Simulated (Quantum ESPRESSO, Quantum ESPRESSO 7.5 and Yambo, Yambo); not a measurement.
**SnSO (1T monolayer (Janus)): G0W0 with and without spin-orbit coupling**

Wanted: the effect of spin-orbit coupling on the quasiparticle gap of SnSO (1T monolayer (Janus)).

Main program and level: Quantum ESPRESSO 7.5 and Yambo 5.3.0; PBE and many-body steps on it, plane waves.

This is a report of a sequence of runs, with most program output left out.

### 1. The structure

The cell holds 3 atoms: 1 Sn, 1 O and 1 S. Cell: a = 3.469 Å, b = 3.469 Å, c = 14.000 Å, α = 90.0°, β = 90.0°, γ = 120.0°. Vacuum lies along c.

The structure was relaxed with PBE. The runs that relaxed it are not among those shown.

### 2. Empty states on the mesh, 9×9×1 mesh, 96 bands

This step: Quantum ESPRESSO 7.5; DFT, PBE, plane waves, norm-conserving pseudopotentials.

The sums over transitions need many empty states on a uniform mesh; this step solves for them.

The input, pw.in:

```
&control
  calculation = 'nscf'
  prefix = 'x'
  outdir = 'o'
  pseudo_dir = 'pseudo'
/
&system
  ibrav = 0
  nat = 3
  ntyp = 3
  ecutwfc = 84.0
  nbnd = 96
  force_symmorphic = .true.
/
&electrons
  conv_thr = 1e-9
  electron_maxstep = 80
  diago_full_acc = .true.
  diago_thr_init = 5e-6
/
ATOMIC_SPECIES
  Sn 118.71 Sn.upf
  O 15.999 O.upf
  S 32.06 S.upf
CELL_PARAMETERS angstrom
  3.4693277090 -0.0000000002 0.0000000000
  -1.7346638543 3.0045259301 0.0000000000
  0.0000000000 0.0000000000 14.0000000000
ATOMIC_POSITIONS crystal
  Sn 0.0000000000 0.0000000000 0.5141041534
  O 0.3333333333 0.6666666667 0.5815881512
  S 0.6666666667 0.3333333333 0.4043076954
K_POINTS automatic
  9 9 1 0 0 0
```

Command:

```
$ OMP_NUM_THREADS=1 mpirun -n 4 pw.x -nk 4 -in pw.in > pw.out
```

Wall time 27 s (4 MPI ranks of Arm Neoverse V2, shared host); peak memory 0.73 GiB.

Numbers from this step:

```
gap                                                           : 0.8594 eV
k of the valence top                                          : 0, 0, 0
k of the conduction bottom                                    : 0, 0, 0
least direct gap                                              : 0.8594 eV
k points computed                                             : 12
lowest point of the top converged band, above the valence top : 38.59 eV
```

On this mesh the gap is 0.859 eV.

The density comes from a self-consistent run that is not shown.

### 3. Conversion and set-up

This step: Yambo 5.3.0; conversion and set-up on PBE, plane waves, norm-conserving pseudopotentials.

The states are converted to the many-body program's format and the q mesh is built.

Command:

```
$ (cd o/x.save; p2y > p2y.log; mv SAVE ../..); yambo > setup.log
```

The job ended after 3.4 s (1 MPI rank; peak memory 0.26 GiB).

### 4. Scalar-relativistic

Now the one-shot GW correction: screening in the RPA, then the self-energy of the levels asked for.

This step: G0W0 on PBE, plane waves, norm-conserving pseudopotentials.

The input, gw1.in:

```
HF_and_locXC
gw0
dyson
ppa
em1d
rim_cut
rim_w
RandQpts= 3000000
RandGvec= 100 RL
CUTGeo= "slab z"
RandGvecW= 9 RL
EXXRLvcs= 84 Ry
VXCRLvcs= 336 Ry
Chimod= "HARTREE"
% BndsRnXp
 1 | 96 |
%
NGsBlkXp= 8 Ry
% LongDrXp
 1 | 1 | 0 |
%
% GbndRnge
 1 | 96 |
%
DysSolver= "n"
ExtendOut
PPAPntXp= 27.21138 eV
% QPkrange
 1 | 1 | 16 | 19 |
%
```

Command:

```
$ OMP_NUM_THREADS=1 mpirun -n 4 yambo -F gw1.in -J gw1 -C gw1 > gw1.log
```

Elapsed: 6.2 min, on 4 MPI ranks; peak memory 3.2 GiB.

Numbers from this step:

```yaml
g0w0_gap_on_the_points_computed: 2.533 eV
starting_gap_on_the_mesh: 0.8594 eV
k_of_the_valence_top: 0, 0, 0
k_of_the_conduction_bottom: 0, 0, 0
least_direct_g0w0_gap_on_the_computed_points: 2.533 eV
z_at_the_valence_top: 0.7781
z_at_the_conduction_bottom: 0.8057
```

The gap on the mesh goes from 0.86 eV to 2.53 eV, a correction of +1.67 eV.

### 5. Empty states on the mesh, 9×9×1 mesh, 192 bands

This step: Quantum ESPRESSO 7.5; DFT, PBE with spin-orbit coupling, plane waves, norm-conserving pseudopotentials.

Edit pw.in of step 2 so:

```diff
@@ -11,4 +11,6 @@
   ecutwfc = 84.0
-  nbnd = 96
+  nbnd = 192
   force_symmorphic = .true.
+  noncolin = .true.
+  lspinorb = .true.
 /
```

Command:

```
$ OMP_NUM_THREADS=1 mpirun -n 4 pw.x -nk 4 -in pw.in > pw.out
```

Wall time 2.5 min (4 MPI ranks); peak memory 2 GiB; 10 min of CPU time.

This step gave:

| Quantity | Value |
| --- | --- |
| gap | 0.8222 eV |
| k of the valence top | 0, 0, 0 |
| k of the conduction bottom | 0, 0, 0 |
| least direct gap | 0.8222 eV |
| k points computed | 12 |
| lowest point of the top converged band, above the valence top | 38.53 eV |

On this mesh the gap is 0.822 eV.

The density comes from a self-consistent run that is not shown, made with spin-orbit coupling and fully relativistic files.

### 6. Conversion and set-up

This step: Yambo 5.3.0; conversion and set-up on PBE with spin-orbit coupling, plane waves, norm-conserving pseudopotentials.

Command:

```
$ (cd o/x.save; p2y > p2y.log; mv SAVE ../..); yambo > setup.log
```

Wall time 5 s (1 MPI rank); peak memory 0.26 GiB.

### 7. With spin-orbit coupling

This step: G0W0 on PBE with spin-orbit coupling, plane waves, norm-conserving pseudopotentials.

gw3.in, as its differences from gw1.in of step 4:

```diff
@@ -15,3 +15,3 @@
 % BndsRnXp
- 1 | 96 |
+ 1 | 192 |
 %
@@ -22,3 +22,3 @@
 % GbndRnge
- 1 | 96 |
+ 1 | 192 |
 %
@@ -28,3 +28,3 @@
 % QPkrange
- 1 | 1 | 16 | 19 |
+ 1 | 1 | 31 | 38 |
 %
```

Command:

```
$ OMP_NUM_THREADS=1 mpirun -n 4 yambo -F gw3.in -J gw3 -C gw3 > gw3.log
```

Run time: 27 min. Hardware: 4 MPI ranks; peak memory 9.2 GiB.

Numbers from this step:

* G0W0 gap on the points computed: 2.489 eV
* starting gap on the mesh: 0.8222 eV
* k of the valence top: 0, 0, 0
* k of the conduction bottom: 0, 0, 0
* least direct G0W0 gap on the computed points: 2.489 eV
* Z at the valence top: 0.7783
* Z at the conduction bottom: 0.8055

Against G0W0 in Yambo (9×9×1 mesh, 96 bands, screening to 108.8 eV, Godby-Needs plasmon pole), the gap moves by −0.044 eV.

### 8. The runs together

Times are wall times on 4 MPI ranks of Arm Neoverse V2, shared host, good to a factor of about two.

```csv
run,mesh,bands,screening cutoff (eV),DFT gap (eV),gap on the mesh (eV),direct (eV),time
scalar-relativistic,9×9×1,96,108.8,0.859,2.533,2.533,6.2 min
with spin-orbit coupling,9×9×1,192,108.8,0.822,2.489,2.489,27 min
```

### 9. Outcome

* scalar-relativistic: 2.533 eV
* with spin-orbit coupling: 2.489 eV
* known limits: not at the basis limit; no spin-orbit coupling in some runs

**Reading.** With spin-orbit coupling: −0.044 eV against scalar-relativistic, −0.037 eV of it in the start. Bands and cutoff are finite, so the gap is not at the basis limit. The miss can reach some tenths of an eV and take either sign; the mesh is an error of its own. In the G0W0 runs levels were corrected at 1 k point alone, so a gap called «on the mesh» is the least over those, and an edge elsewhere would be missed.

[Paths, hosts, dates, memory and timing lines, banners, echoed tables and standing remarks are left out of the program output.]

[Logs are printed without paths, hosts, clocks, repeated set-up lines and the standing remarks that a program may print on its own settings, such as how far it seeks lower states.]

[Runs of the session that timed out or met a known fault of the program may be left out.]

[Hosts, paths, dates, database ids (printed as entryN), source tags and the programs' standing remarks are cut or masked in the printed files.]
